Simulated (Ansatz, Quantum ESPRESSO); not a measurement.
# ZrSi3 (Fm-3m): zone-centre phonons, part 2 of 3

Aim: the zone-centre modes of ZrSi3 (Fm-3m).

Quantum ESPRESSO 7.5; DFT PBE, scalar-relativistic, plane waves, SG15 norm-conserving pseudopotentials.

So far. Step 2 (A probe with smearing): No gap opens on this mesh, so smearing is kept; the start stands at 3.6 GPa. Step 4 (Self-consistent run for the response): The cell stands at 0.001 GPa, close enough for phonons. The relaxed cell has a = 6.489 Å (conventional setting).

The structure was built from a prototype and need not be the compound's stable phase.

**5. Zone-centre response**

At q = 0 one unit cell holds all displacements; symmetry groups them into irreducible representations that are solved one by one. With smeared occupations no response to a homogeneous field can be asked.

ph.in reads:

```
phonons
&inputph
   prefix = 'x'
   outdir = './tmp'
   fildyn = 'g.dyn'
   tr2_ph = 1.0d-18
   alpha_mix(1) = 0.4
   nmix_ph = 8
/
0.000000000000 0.000000000000 0.000000000000
```

Command:

```
$ OMP_NUM_THREADS=1 mpirun -n 4 ph.x -nk 4 -in ph.in > ph.out
```

The log of the run:

```text
[banners, grids, parts of the stress and lines that vanish by symmetry left out]
[banner, memory and clock lines left out]
Program PHONON v.7.5

     ./tmp/x.save/

     IMPORTANT: XC functional enforced from input :
     Exchange-correlation= PBE
                           (   1   4   3   4   0   0   0)
     Any further DFT definition will be discarded
     Please, verify this is what you really want

     G-vector sticks info

     Reading collected, re-writing distributed wavefunctions in ./tmp/

     Number and degeneracy of irreps per q-point
       N         xq(1)         xq(2)         xq(3)   N irreps
       1   0.000000000   0.000000000   0.000000000       4
        3   3   3   3

     Calculation of q =    0.0000000   0.0000000   0.0000000

     phonons

     bravais-lattice index     =            0
     lattice parameter (alat)  =       8.6705  a.u.
     unit-cell volume          =     460.9038 (a.u.)^3
     number of atoms/cell      =            4
     number of atomic types    =            2
     kinetic-energy cut-off    =      60.0000  Ry
     charge density cut-off    =     240.0000  Ry
     convergence threshold     =      1.0E-18
     beta                      =       0.4000
     number of iterations used =            8
     Exchange-correlation= PBE
                           (   1   4   3   4   0   0   0)

     celldm(1)=    8.67045  celldm(2)=    0.00000  celldm(3)=    0.00000
     celldm(4)=    0.00000  celldm(5)=    0.00000  celldm(6)=    0.00000

     crystal axes: (cart. coord. in units of alat)
               a(1) = ( -0.7071  0.0000  0.7071 )
               a(2) = (  0.0000  0.7071  0.7071 )
               a(3) = ( -0.7071  0.7071  0.0000 )

     reciprocal axes: (cart. coord. in units 2 pi/alat)
               b(1) = ( -0.7071 -0.7071  0.7071 )
               b(2) = (  0.7071  0.7071  0.7071 )
               b(3) = ( -0.7071  0.7071 -0.7071 )

     Atoms inside the unit cell:

     Cartesian axes

     site n.  atom      mass           positions (alat units)
        1  Zr     91.2240   tau(    1) = (    0.00000    0.00000    0.00000  )
        2  Si     28.0850   tau(    2) = (   -0.70711    0.70711    0.70711  )
        3  Si     28.0850   tau(    3) = (   -1.06066    1.06066    1.06066  )
        4  Si     28.0850   tau(    4) = (   -0.35355    0.35355    0.35355  )

     Computing dynamical matrix for
                    q = (   0.0000000   0.0000000   0.0000000 )

     49 Sym.Ops. (with q -> -q+G )

     G cutoff =  457.0198  (  28811 G-vectors)     FFT grid: ( 45, 45, 45)

     number of k points=    29  Marzari-Vanderbilt smearing, width (Ry)=  0.0200
                       cart. coord. in units 2pi/alat
        k(    1) = (   0.0000000   0.0000000   0.0000000), wk =   0.0039062
        k(    2) = (  -0.0883883   0.0883883  -0.0883883), wk =   0.0312500
        k(    3) = (  -0.1767767   0.1767767  -0.1767767), wk =   0.0312500
        [... further k-points left out ...]

     PseudoPot. # 1 for Zr read from file:
     ./pseudo/Zr.upf
     Pseudo is Norm-conserving, Zval = 12.0
     Using radial grid of  602 points,  6 beta functions with:
                l(1) =   0
                l(2) =   0
                l(3) =   1
                l(4) =   1
                l(5) =   2
                l(6) =   2

     PseudoPot. # 2 for Si read from file:
     ./pseudo/Si.upf
     Pseudo is Norm-conserving, Zval =  4.0
     Using radial grid of  602 points,  4 beta functions with:
                l(1) =   0
                l(2) =   0
                l(3) =   1
                l(4) =   1

     Mode symmetry, O_h (m-3m)  point group:

     Atomic displacements:
     There are    4 irreducible representations

     Representation     1      3 modes -  To be done

     Representation     2      3 modes -  To be done

     Representation     3      3 modes -  To be done

     Representation     4      3 modes -  To be done

     Alpha used in Ewald sum =   2.3000

     Representation #   1 modes #   1   2   3

     Self-consistent Calculation
      iter #   1   av.it.:   6.2
      thresh= 1.000E-02 alpha_mix =  0.400 |ddv_scf|^2 =  8.396E-08
      iter #   2   av.it.:  14.3
      thresh= 2.898E-05 alpha_mix =  0.400 |ddv_scf|^2 =  3.710E-10
      iter #   3   av.it.:  13.2
      thresh= 1.926E-06 alpha_mix =  0.400 |ddv_scf|^2 =  1.468E-10
      iter #   4   av.it.:  13.9
      thresh= 1.211E-06 alpha_mix =  0.400 |ddv_scf|^2 =  9.318E-13
      iter #   5   av.it.:  16.0
      thresh= 9.653E-08 alpha_mix =  0.400 |ddv_scf|^2 =  8.810E-15
      iter #   6   av.it.:  14.6
      thresh= 9.386E-09 alpha_mix =  0.400 |ddv_scf|^2 =  1.772E-15
      iter #   7   av.it.:  15.2
      thresh= 4.209E-09 alpha_mix =  0.400 |ddv_scf|^2 =  1.349E-17
      iter #   8   av.it.:  15.9
      thresh= 3.673E-10 alpha_mix =  0.400 |ddv_scf|^2 =  1.360E-19

     End of self-consistent calculation

     Convergence has been achieved

     Representation #   2 modes #   4   5   6

     Self-consistent Calculation
      iter #   1   av.it.:   5.6
      thresh= 1.000E-02 alpha_mix =  0.400 |ddv_scf|^2 =  1.883E-08
      iter #   2   av.it.:  14.4
      thresh= 1.372E-05 alpha_mix =  0.400 |ddv_scf|^2 =  8.709E-10
      iter #   3   av.it.:  14.6
      thresh= 2.951E-06 alpha_mix =  0.400 |ddv_scf|^2 =  1.162E-10
      iter #   4   av.it.:  13.6
      thresh= 1.078E-06 alpha_mix =  0.400 |ddv_scf|^2 =  2.002E-11
      iter #   5   av.it.:  12.9
      thresh= 4.474E-07 alpha_mix =  0.400 |ddv_scf|^2 =  3.107E-13
      iter #   6   av.it.:  15.6
      thresh= 5.574E-08 alpha_mix =  0.400 |ddv_scf|^2 =  2.816E-15
[...]
End of self-consistent calculation

     Convergence has been achieved

     Representation #   3 modes #   7   8   9

     Self-consistent Calculation
[...]
End of self-consistent calculation

     Convergence has been achieved

     Representation #   4 modes #  10  11  12

     Self-consistent Calculation
[...]
iter #   3   av.it.:  14.7
      thresh= 9.792E-06 alpha_mix =  0.400 |ddv_scf|^2 =  1.009E-09
      iter #   4   av.it.:  15.2
      thresh= 3.177E-06 alpha_mix =  0.400 |ddv_scf|^2 =  3.428E-11
      iter #   5   av.it.:  15.0
      thresh= 5.855E-07 alpha_mix =  0.400 |ddv_scf|^2 =  3.824E-12
      iter #   6   av.it.:  15.2
      thresh= 1.956E-07 alpha_mix =  0.400 |ddv_scf|^2 =  2.327E-14
      iter #   7   av.it.:  14.9
      thresh= 1.525E-08 alpha_mix =  0.400 |ddv_scf|^2 =  4.639E-15
      iter #   8   av.it.:  15.3
      thresh= 6.811E-09 alpha_mix =  0.400 |ddv_scf|^2 =  4.463E-17
      iter #   9   av.it.:  15.9
      thresh= 6.680E-10 alpha_mix =  0.400 |ddv_scf|^2 =  5.115E-19

     End of self-consistent calculation

     Convergence has been achieved

     Number of q in the star =    1
     List of q in the star:
          1   0.000000000   0.000000000   0.000000000

     Diagonalizing the dynamical matrix

     q = (    0.000000000   0.000000000   0.000000000 )

 **************************************************************************
     freq (    1) =      -2.956488 [THz] =     -98.617811 [cm-1]
     freq (    2) =      -2.956488 [THz] =     -98.617811 [cm-1]
     freq (    3) =      -2.956488 [THz] =     -98.617811 [cm-1]
     freq (    4) =       0.048229 [THz] =       1.608759 [cm-1]
     freq (    5) =       0.048229 [THz] =       1.608759 [cm-1]
     freq (    6) =       0.048229 [THz] =       1.608759 [cm-1]
     freq (    7) =       3.996223 [THz] =     133.299660 [cm-1]
     freq (    8) =       3.996223 [THz] =     133.299660 [cm-1]
     freq (    9) =       3.996223 [THz] =     133.299660 [cm-1]
     freq (   10) =       4.501008 [THz] =     150.137456 [cm-1]
     freq (   11) =       4.501008 [THz] =     150.137456 [cm-1]
     freq (   12) =       4.501008 [THz] =     150.137456 [cm-1]
 **************************************************************************

     Mode symmetry, O_h (m-3m)  point group:

     freq (   1-   3) =        -98.6  [cm-1]   --> T_1u G_15  G_4- I
     freq (   4-   6) =          1.6  [cm-1]   --> T_1u G_15  G_4- I
     freq (   7-   9) =        133.3  [cm-1]   --> T_2g G_25' G_5+ R
     freq (  10-  12) =        150.1  [cm-1]   --> T_1u G_15  G_4- I
```

Elapsed: 6.2 min, on 4 MPI ranks of Arm Neoverse V1, shared host.

Numbers from this step:

```
largest acoustic frequency at the zone centre before the sum rule : 1.61 cm⁻¹
highest optical zone-centre mode (no LO-TO term)                  : 150.1 cm⁻¹
lowest optical zone-centre mode                                   : -98.62 cm⁻¹
```

The acoustic modes at Γ come out as far as 1.6 cm⁻¹ from zero, where they should vanish, a small numerical error. The lowest optical mode is imaginary, 99i cm⁻¹, an instability at this level and on this k mesh.

**6. Zone-centre analysis**

A rigid shift of the crystal must cost nothing, but grids and finite bases break this; the acoustic sum rule is imposed before the matrix is diagonalised again.

dynmat.in reads:

```
&input
   fildyn = 'g.dyn'
   asr = 'simple'
   fileig = 'dynmat.eig'
/
```

Command:

```
$ dynmat.x -in dynmat.in > dynmat.out
```

The log of the run:

```text
[banner, memory and clock lines left out]
Program DYNMAT v.7.5

     Reading Dynamical Matrix from file g.dyn
     ...Force constants read
     ...epsilon and Z* not read (not found on file)
     A direction for q was not specified:TO-LO splitting will be absent

     Polarizability (A^3 units)
     multiply by 1.000000 for Clausius-Mossotti correction
         0.000000    0.000000    0.000000
         0.000000    0.000000    0.000000
         0.000000    0.000000    0.000000

     IR activities are in (D/A)^2/amu units

# mode   [cm-1]    [THz]      IR
    1    -98.64   -2.9571    0.0000
    2    -98.64   -2.9571    0.0000
    3    -98.64   -2.9571    0.0000
    4     -0.00   -0.0000    0.0000
    5     -0.00   -0.0000    0.0000
    6      0.00    0.0000    0.0000
    7    133.28    3.9958    0.0000
    8    133.28    3.9958    0.0000
    9    133.28    3.9958    0.0000
   10    150.13    4.5007    0.0000
   11    150.13    4.5007    0.0000
   12    150.13    4.5007    0.0000

[end of the log left out, with the tail of the file of modes that dynmat.x writes under the same name]
```

It took 0.45 s on 1 thread.

This step gave:

```
lowest optical zone-centre mode : -98.64 cm⁻¹
```

Unit eigenvectors of the mass-weighted matrix after the sum rule; no LO-TO term. The modes at Γ (shares of kinetic energy by element, %) (negative means imaginary):

```tsv
mode	frequency (cm⁻¹)	Zr %	Si %
1	-98.6	6	94
2	-98.6	6	94
3	-98.6	6	94
4	0.0	52	48
5	0.0	52	48
6	0.0	52	48
7	133.3	0	100
8	133.3	0	100
9	133.3	0	100
10	150.1	42	58
11	150.1	42	58
12	150.1	42	58
```

Displacements in mode 2 (-98.6 cm⁻¹), the largest set to 1:
```
Zr1  0.00  0.00 -0.15
Si2  0.00  0.00  1.00
Si3  0.00  0.00 -0.26
Si4  0.00  0.00 -0.26
```

Displacements in mode 12 (150.1 cm⁻¹), the largest set to 1:
```
Zr1  0.67  0.01  0.03
Si2 -0.19  0.00 -0.01
Si3 -1.00 -0.02 -0.04
Si4 -1.00 -0.02 -0.04
```

The rule moves no optical mode by more than 0.1 cm⁻¹.

**7. Sum rules set otherwise: a sum rule for molecules or wires on a crystal**

This rule also removes rotations, which suits molecules and not a crystal; it is tried to see the harm.

dynmat.in reads:

```
&input
   fildyn = 'g.dyn'
   asr = 'zero-dim'
   fileig = 'dynmat.eig'
/
```

Command:

```
$ dynmat.x -in dynmat.in > dynmat.out
```

The log of the run:

```text
[banner, memory and clock lines left out]
Program DYNMAT v.7.5

     Reading Dynamical Matrix from file g.dyn
     ...Force constants read
     ...epsilon and Z* not read (not found on file)
     Acoustic Sum Rule: || Z*(ASR) - Z*(orig)|| =    0.000000E+00
     Acoustic Sum Rule: ||dyn(ASR) - dyn(orig)||=    1.125549E-01
     A direction for q was not specified:TO-LO splitting will be absent

     Polarizability (A^3 units)
     multiply by 1.000000 for Clausius-Mossotti correction
         0.000000    0.000000    0.000000
         0.000000    0.000000    0.000000
         0.000000    0.000000    0.000000

     IR activities are in (D/A)^2/amu units

# mode   [cm-1]    [THz]      IR
    1    -98.62   -2.9565    0.0000
    2    -91.02   -2.7288    0.0000
    3    -91.02   -2.7288    0.0000
    4     -0.00   -0.0000    0.0000
    5     -0.00   -0.0000    0.0000
    6     -0.00   -0.0000    0.0000
    7     -0.00   -0.0000    0.0000
    8      0.00    0.0000    0.0000
    9    133.30    3.9962    0.0000
   10    150.14    4.5009    0.0000
   11    152.44    4.5701    0.0000
   12    152.44    4.5701    0.0000

[end of the log left out, with the tail of the file of modes that dynmat.x writes under the same name]
```

Run time: 0.45 s. Hardware: 1 thread.

The program raised no error, yet the settings are not those of a careful run.

The fault: a sum rule for molecules or wires on a crystal; 2 optical modes are projected out to zero frequency, as if they were rotations.

For a crystal the rule has to be 'simple' or 'crystal'.

Zone-centre frequencies as printed; negative means imaginary. Modes:

```tsv
mode	frequency (cm⁻¹)
1	-98.62
2	-91.02
3	-91.02
4	0
5	0
6	0
7	0
8	0
9	133.3
10	150.1
11	152.4
12	152.4
```

**8. Sum rules set otherwise (asr no)**

Without the rule the raw error of the acoustic modes shows.

dynmat.in reads:

```
&input
   fildyn = 'g.dyn'
   asr = 'no'
   fileig = 'dynmat.eig'
/
```

Command:

```
$ dynmat.x -in dynmat.in > dynmat.out
```

The log of the run:

```text
[banner, memory and clock lines left out]
Program DYNMAT v.7.5

     Reading Dynamical Matrix from file g.dyn
     ...Force constants read
     ...epsilon and Z* not read (not found on file)
     A direction for q was not specified:TO-LO splitting will be absent

     Polarizability (A^3 units)
     multiply by 1.000000 for Clausius-Mossotti correction
         0.000000    0.000000    0.000000
         0.000000    0.000000    0.000000
         0.000000    0.000000    0.000000

     IR activities are in (D/A)^2/amu units

# mode   [cm-1]    [THz]      IR
    1    -98.62   -2.9565    0.0000
    2    -98.62   -2.9565    0.0000
    3    -98.62   -2.9565    0.0000
    4      1.61    0.0482    0.0000
    5      1.61    0.0482    0.0000
    6      1.61    0.0482    0.0000
    7    133.30    3.9962    0.0000
    8    133.30    3.9962    0.0000
    9    133.30    3.9962    0.0000
   10    150.14    4.5010    0.0000
   11    150.14    4.5010    0.0000
   12    150.14    4.5010    0.0000

[end of the log left out, with the tail of the file of modes that dynmat.x writes under the same name]
```

Wall time 0.45 s (1 thread).

Read from the output:

```yaml
lowest_optical_zone_centre_mode: -98.62 cm⁻¹
```

Zone-centre frequencies as printed; negative means imaginary. Modes:

```tsv
mode	frequency (cm⁻¹)
1	-98.62
2	-98.62
3	-98.62
4	1.61
5	1.61
6	1.61
7	133.3
8	133.3
9	133.3
10	150.1
11	150.1
12	150.1
```

Against the first rule no mode moves by more than 1.7 cm⁻¹.

(Continued in part 3 of 3.)

[Host names and launcher messages were left out of these logs when they were recorded.]

[Logs are printed without paths, hosts, clocks, repeated set-up lines and the standing remarks that a program may print on its own settings, such as how far it seeks lower states.]

[Hosts, paths, dates, database ids (printed as entryN), source tags and the programs' standing remarks are cut or masked in the printed files.]
